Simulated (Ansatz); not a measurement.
## TaSnO3 (Pm-3m): phonons and vibrational spectra

How does TaSnO3 (Pm-3m) vibrate, and is this structure a minimum?

Program: Ansatz 0.2.0. Level of theory: DFT PBEsol, scalar-relativistic, plane waves, PAW; PAW set soft_1. Results are calculated unless marked as measured.

This is a report of a sequence of runs, with most program output left out.

## (1) Set-up

The structure is cubic, space group Pm-3m (No. 221). The conventional cell has a = 3.880 Å, b = 3.880 Å, c = 3.880 Å, α = 90.00°, β = 90.00°, γ = 90.00°. Nearest to Ta lie 6 O at 1.94 Å. Sn has 12 O at 2.74 Å nearest. Nearest to O lie 2 Ta at 1.94 Å. Farther neighbours and most contacts between anions are not listed.

## (2) Coarse relaxation

The start is far from rest, so a relaxation with loose tolerances brings it close first.

Contents of input.yaml:

```yaml
crystal:
  lattice:
    - [3.88, 0.0, 0.0]
    - [0.0, 3.88, 0.0]
    - [0.0, 0.0, 3.88]
  atoms:
    - { symbol: Ta, position: [0.5, 0.5, 0.5] }
    - { symbol: Sn, position: [0.0, 0.0, 0.0] }
    - { symbol: O, position: [0.0, 0.5, 0.5] }
    - { symbol: O, position: [0.5, 0.0, 0.5] }
    - { symbol: O, position: [0.5, 0.5, 0.0] }
kpoints:
  mp_grid: { grid: [6, 6, 6] }
hamiltonian:
  xc: pbesol
  pseudopotentials: { kind: paw, azcp: { folder: soft_1 }, xc_functional: pbe }
scf:
  occupations: { method: gaussian, width: 0.1 }
output:
  forces: true
  stress: true
  eigenvalues: true
relax:
  adjacent_minimum: "off"
  f_tol: 0.05
  max_steps: 80
  cell: { stress_tol: 0.5 }
```

Started as:

```
$ ansatz run input.yaml --threads 4 --pin off --max-ram 10240MiB --backend cpu --events-out ev --progress --plain --runs-dir out
```

It took 5.5 s on 4 threads of Arm Neoverse V1, shared host; peak memory 0.45 GiB; 19 s of CPU time.

This run has no spin polarisation although its electron count is odd.

Step by step:

```
step  energy less that of the first step (eV)  largest force component (eV/Å)  pressure (GPa)  volume (Å³)
   1                                   0.0000                          0.0000           29.05        58.41
   2                                  -0.4975                          0.0000           -5.35        66.69
   3                                  -0.5287                          0.0000           -0.85        65.25
   4                                  -0.5300                          0.0000           -0.01        65.00
  5*                                  -0.5586                          0.0000            0.70        65.00
   6                                  -0.5586                          0.0000            0.03        65.21
  7*                                  -0.5588                          0.0000            0.03        65.21
```

Relaxation steps marked * repeat the geometry before them on a plane-wave basis chosen anew for their cell, so energy and pressure can jump there.

Forces are held to the 48 operations that the run works with; a distortion that breaks them can't arise in this run.

```
conventional cell, symmetrised  before  after   change
                         a (Å)   3.880  4.025   +3.7 %
                         b (Å)   3.880  4.025   +3.7 %
                         c (Å)   3.880  4.025   +3.7 %
              volume (Å³/atom)   11.68  13.04  +11.6 %
```

The relaxed structure:

```cif
data_structure
_symmetry_space_group_name_H-M 'P 1'
_symmetry_Int_Tables_number 1
_cell_length_a 4.0250
_cell_length_b 4.0250
_cell_length_c 4.0250
_cell_angle_alpha 90.000
_cell_angle_beta 90.000
_cell_angle_gamma 90.000
_cell_volume 65.21
loop_
_atom_site_label
_atom_site_type_symbol
_atom_site_fract_x
_atom_site_fract_y
_atom_site_fract_z
_atom_site_occupancy
Ta1 Ta 0.50000 0.50000 0.50000 1
Sn2 Sn 0.00000 0.00000 0.00000 1
O3 O 0.00000 0.50000 0.50000 1
O4 O 0.50000 0.00000 0.50000 1
O5 O 0.50000 0.50000 0.00000 1
```

Numbers from this step:

```yaml
pressure: 0.02959 GPa
volume_per_atom: 13.04 Å³
gap_on_the_k_mesh: 0 eV
```

In this step the volume went from 11.68 to 13.04 Å³/atom.

## (3) Bringing the structure to rest

The cell and atoms are relaxed, since residual forces and stress would shift the frequencies.

input.yaml, the sections that differ from step 2:

```yaml
crystal:
  lattice:
    - [4.0249960529, 0.0, 0.0]
    - [0.0, 4.0249960529, 0.0]
    - [0.0, 0.0, 4.0249960529]
  atoms:
    - { symbol: Ta, position: [0.5, 0.5, 0.5] }
    - { symbol: Sn, position: [0.0, 0.0, 0.0] }
    - { symbol: O, position: [0.0, 0.5, 0.5] }
    - { symbol: O, position: [0.5, 0.0, 0.5] }
    - { symbol: O, position: [0.5, 0.5, 0.0] }
kpoints:
  mp_grid: { grid: [10, 10, 10] }
relax:
  adjacent_minimum: "off"
  f_tol: 0.005
  max_steps: 80
  cell: { stress_tol: 0.05 }
# hamiltonian, scf, output: as in step 2
```

Elapsed: 7 s, on 4 threads; peak memory 0.5 GiB; 26 s of CPU time.

Little changed from the start: no atom moved by 0.005 Å and no cell edge by 0.1 %.

Numbers from this step:

```yaml
pressure: -0.003196 GPa
volume_per_atom: 13.03 Å³
```

In this step the volume went from 13.04 to 13.03 Å³/atom.

## (4) Relaxing to small forces for the phonons

Phonons need a cell at rest on their own settings, so the relaxation is repeated with tight tolerances on forces and stress on the k mesh and occupations of the first response run.

input.yaml, the sections that differ from step 3:

```yaml
crystal:
  lattice:
    - [4.0239775058, 0.0, 0.0]
    - [0.0, 4.0239775058, 0.0]
    - [0.0, 0.0, 4.0239775058]
  atoms:
    - { symbol: Ta, position: [0.5, 0.5, 0.5] }
    - { symbol: Sn, position: [0.0, 0.0, 0.0] }
    - { symbol: O, position: [0.0, 0.5, 0.5] }
    - { symbol: O, position: [0.5, 0.0, 0.5] }
    - { symbol: O, position: [0.5, 0.5, 0.0] }
kpoints:
  mp_grid: { grid: [12, 12, 12] }
scf:
  occupations: { method: methfessel_paxton, width: 0.2 }
relax:
  adjacent_minimum: "off"
  f_tol: 0.001
  max_steps: 60
  cell: { stress_tol: 0.01 }
# hamiltonian, output: as in step 3
```

Wall time 8.2 s (4 threads); peak memory 0.53 GiB; 31 s of CPU time.

Little changed from the start: no atom moved by 0.005 Å and no cell edge by 0.1 %.

This step gave:

- pressure: -0.007672 GPa

The forces vanish by symmetry and the pressure is -0.008 GPa, within the tolerances set. The cell now holds 13.03 Å³/atom.

## (5) Modes at Γ

The zone centre comes first: it holds the modes that light can see, as far as symmetry allows. No field response is asked, since the mesh shows no gap.

input.yaml, the sections that differ from step 4:

```yaml
crystal:
  lattice:
    - [4.0241795564, 0.0, 0.0]
    - [0.0, 4.0241795564, 0.0]
    - [0.0, 0.0, 4.0241795564]
  atoms:
    - { symbol: Ta, position: [0.5, 0.5, 0.5] }
    - { symbol: Sn, position: [0.0, 0.0, 0.0] }
    - { symbol: O, position: [0.0, 0.5, 0.5] }
    - { symbol: O, position: [0.5, 0.0, 0.5] }
    - { symbol: O, position: [0.5, 0.5, 0.0] }
output:
  eigenvalues: true
phonons:
  method: dfpt
# kpoints, hamiltonian, scf: as in step 4
# relax: removed
```

Run time: 94 s. Hardware: 4 threads; peak memory 2.1 GiB.

This step gave:

| Item | Value |
| --- | --- |
| sum-rule residual before enforcement | 7.64e-4 eV/Å² |
| point group | m-3m |
| highest optical mode at the zone centre (no LO-TO term) | 557.8 cm⁻¹ |
| lowest optical zone-centre mode | -33.44 cm⁻¹ |

Patterns of degenerate modes are one choice out of their space. The modes at Γ (shares of kinetic energy by element, %) (negative means imaginary):

```
mode  frequency (cm⁻¹)  symmetry  Ta %  Sn %  O %
   1             -33.4       T1u    19    64   17
   2             -33.4       T1u    19    64   17
   3             -33.4       T1u    19    64   17
   4               0.0  acoustic    52    34   14
   5               0.0  acoustic    52    34   14
   6               0.0  acoustic    52    34   14
   7             259.8       T1u    26     2   72
   8             259.8       T1u    26     2   72
   9             259.8       T1u    26     2   72
  10             269.3       T2u     0     0  100
  11             269.3       T2u     0     0  100
  12             269.3       T2u     0     0  100
  13             557.8       T1u     3     0   97
  14             557.8       T1u     3     0   97
  15             557.8       T1u     3     0   97
```

Displacements in mode 1 (-33.4 cm⁻¹), the largest set to 1:
```
Ta1  0.08 -0.44 -0.38
Sn2 -0.17  1.00  0.84
O3   0.10 -0.91 -0.77
O4   0.16 -0.57 -0.77
O5   0.16 -0.91 -0.48
```

Displacements in mode 14 (557.8 cm⁻¹), the largest set to 1:
```
Ta1  0.00 -0.01 -0.06
Sn2  0.00  0.00  0.00
O3   0.00 -0.02 -0.17
O4   0.00  0.12 -0.17
O5   0.00 -0.02  1.00
```

Before it was imposed, the acoustic sum rule was missed by 7.6e-4 eV/Å². Small misses are needed for a sound result but don't prove that mesh and cutoff are converged. The lowest optical mode is imaginary, 33.4i cm⁻¹, so the energy falls along it.

## (6) Response at finite wavevector

Stability and thermal properties need the whole zone. Linear response on a 4×4×4 q mesh gives force constants as far as a supercell of that size would.

input.yaml, as its differences from that of step 5:

```diff
@@ -22 +22,8 @@
   method: dfpt
+  qmesh: [4, 4, 4]
+  temperatures: { t_max: 1000, t_step: 50 }
+  qpath:
+    path:
+      - [[0.0, 0.0, 0.0], [0.0, 0.5, 0.0], [0.5, 0.5, 0.0], [0.0, 0.0, 0.0], [0.5, 0.5, 0.5], [0.0, 0.5, 0.0]]
+      - [[0.5, 0.5, 0.5], [0.5, 0.5, 0.0]]
+    npoints: 10
```

The job ended after 47 min (4 threads; peak memory 6.1 GiB; 3.1 h of CPU time).

This step gave:

| Item | Value |
| --- | --- |
| sum-rule residual before enforcement | 7.66e-4 eV/Å² |
| lowest frequency on the path | -57.08 cm⁻¹ |
| highest frequency on the path or at a solved wavevector | 787.1 cm⁻¹ |
| lowest mode on the q mesh (acoustic modes at Γ apart) | -55.97 cm⁻¹ |

Frequencies (cm⁻¹) solved at each irreducible wavevector; negative means imaginary. Frequencies by wavevector, by row:

```
q in reciprocal lattice units  star  mode 1  mode 2  mode 3  mode 4  mode 13  mode 14  mode 15
                        0 0 0     1   -33.4   -33.4   -33.4       0    557.8    557.8    557.8
                     0 0 0.25     6   -40.5   -40.5   -15.3   -15.3    525.6    525.6      594
                     0 0 -0.5     3   -25.2   -25.2    62.3    62.3    518.3    518.3    657.6
                  0 0.25 0.25    12     -56   -18.9   -13.8      47    506.6    588.1    599.8
                  0 0.25 -0.5    12   -26.2   -14.8    59.7    66.2    497.2    589.1    683.1
                  0 -0.5 -0.5     3    -8.6    24.8    24.8    41.8    486.5    644.8    723.1
               0.25 0.25 0.25     8     9.4     9.4    36.9   116.2    594.9    594.9    611.6
               0.25 0.25 -0.5    12   -14.7      17    25.7    85.5    597.6    604.2    704.4
               0.25 -0.5 -0.5     6   -13.7   -13.3    23.3    23.3      613    658.8    748.4
               -0.5 -0.5 -0.5     1    24.8    24.8    24.8    36.4    672.1    672.1    787.1
```

Interpolated from a 4×4×4 q mesh. Phonon branches along the path, in cm⁻¹:

```
    point  branch 1  branch 2  branch 3  branch 4  branch 12  branch 13  branch 14  branch 15
        Γ       -33       -33       -33         0        269        558        558        558
  halfway       -40       -40       -15       -15        260        526        526        594
        X       -25       -25        62        62        319        518        518        658
  halfway       -26       -15        60        66        323        497        589        683
        M        -9        25        25        42        325        486        645        723
  halfway       -56       -19       -14        47        280        507        588        600
        Γ       -33       -33       -33         0        269        558        558        558
  halfway         9         9        37       116        299        595        595        612
        R        25        25        25        36        271        672        672        787
  halfway       -15        17        26        85        312        598        604        704
        X       -25       -25        62        62        319        518        518        658
jump to R        25        25        25        36        271        672        672        787
  halfway       -14       -13        23        23        296        613        659        748
        M        -9        25        25        42        325        486        645        723
```

Tetrahedra on a 16×16×16 mesh, mean over bins of 10 cm-1. Interpolated from a 4×4×4 q mesh. Table of phonon density of states by wavenumber; read off at these points:

```
wavenumber (cm⁻¹)  phonon density of states (1/cm⁻¹/cell)
              -55                                 0.00103
              -35                                  0.0328
              -25                                  0.0506
               -5                                  0.0193
               15                                  0.0401
               35                                  0.0291
               55                                  0.0305
               85                                  0.0247
              105                                  0.0335
              125                                 0.00884
              145                                  0.0294
              175                                  0.0262
              195                                   0.100
              215                                  0.0196
              245                                  0.0590
              265                                  0.0395
              275                                  0.0574
              285                                  0.0242
              305                                  0.0225
              335                                       0
              355                                       0
              375                                       0
              395                                       0
              425                                       0
              445                                       0
              465                                       0
              485                                  3.9e-4
              515                                  0.0194
              535                                  0.0163
              555                                  0.0139
              585                                  0.0130
              605                                  0.0136
              625                                  0.0140
              645                                  0.0145
              675                                 0.00806
              695                                 0.00684
              715                                 0.00612
              735                                 0.00288
              765                                 0.00129
              785                                  2.5e-4
```

The partial phonon density of states has structure finer than the step of the table below, so its rows give means over 20 cm⁻¹, whole bins alone (the curve runs from -67.1 to 818 cm⁻¹). Peaks (cm⁻¹: height): O 111.0: 0.0186, 194.5: 0.0404, 250.2: 0.0543, 311.4: 0.0221, 539.7: 0.0200, 573.1: 0.0205, 600.9: 0.0166; Sn -22.6: 0.0459, 16.4: 0.0318; Ta 111.0: 0.0145, 155.6: 0.0172, 194.5: 0.0377.

Phonopy on the run's constants, 15x15x15 mesh, Gaussian sigma 6.3 cm-1. Interpolated from a 4×4×4 q mesh. Table of partial phonon density of states by wavenumber; means over each step; values in 1/cm⁻¹/cell:

```
wavenumber (cm⁻¹)        O       Sn       Ta
              -40  0.00178   0.0199  0.00134
              -20  0.00160   0.0396  0.00167
                0  0.00176   0.0190   9.4e-4
               20  0.00368   0.0279  0.00347
               40  0.00585   0.0202  0.00635
               60  0.00861   0.0107  0.00902
               80   0.0113  0.00305   0.0112
              100   0.0154  0.00147   0.0118
              120   0.0131   5.1e-4  0.00960
              140   0.0104   7.0e-4   0.0104
              160   0.0152   9.0e-4   0.0148
              180   0.0237   8.2e-4   0.0218
              200   0.0315   9.6e-4   0.0239
              220   0.0154   2.3e-4  0.00330
              240   0.0322   4.1e-4  0.00361
              260   0.0448  0.00101  0.00507
              280   0.0323  0.00105  0.00388
              300   0.0166   3.1e-4  0.00244
              320   0.0158   1.7e-4  0.00248
              340  0.00103   6.9e-6   1.6e-4
              360   1.0e-7        0        0
              380        0        0        0
              400        0        0        0
              420        0        0        0
              440        0        0        0
              460   6.1e-6        0        0
              480   1.0e-3        0   5.0e-5
              500  0.00882        0   4.0e-4
              520   0.0157        0   6.0e-4
              540   0.0174        0   5.3e-4
              560   0.0119        0   2.6e-4
              580   0.0140        0   2.5e-4
              600   0.0137        0   1.2e-4
              620   0.0136        0   9.0e-5
              640   0.0145        0   4.5e-5
              660   0.0121        0   2.0e-5
              680  0.00814        0   1.0e-5
              700  0.00655        0   1.0e-5
              720  0.00523        0   2.5e-6
              740  0.00270        0        0
              760  0.00153        0        0
              780   6.7e-4        0        0
              800   3.6e-5        0        0
```

Symmetry leaves 10 wavevectors to solve. The lowest mode among them, the acoustic zeros apart, lies at q = (0, 0.25, 0.25) and is imaginary, 56.0i cm⁻¹, so the energy falls along it.

## (7) Isotope substitution, element O, natural mass 15.999 amu

An isotope changes the mass and not the force constants, so no new electronic calculation is needed; the shifts show which modes move this element.

(Continued in part 2 of 2.)

[Logs are printed without paths, hosts, clocks, repeated set-up lines and the standing remarks that a program may print on its own settings, such as how far it seeks lower states.]

[Hosts, paths, dates, database ids (printed as entryN), source tags and the programs' standing remarks are cut or masked in the printed files.]
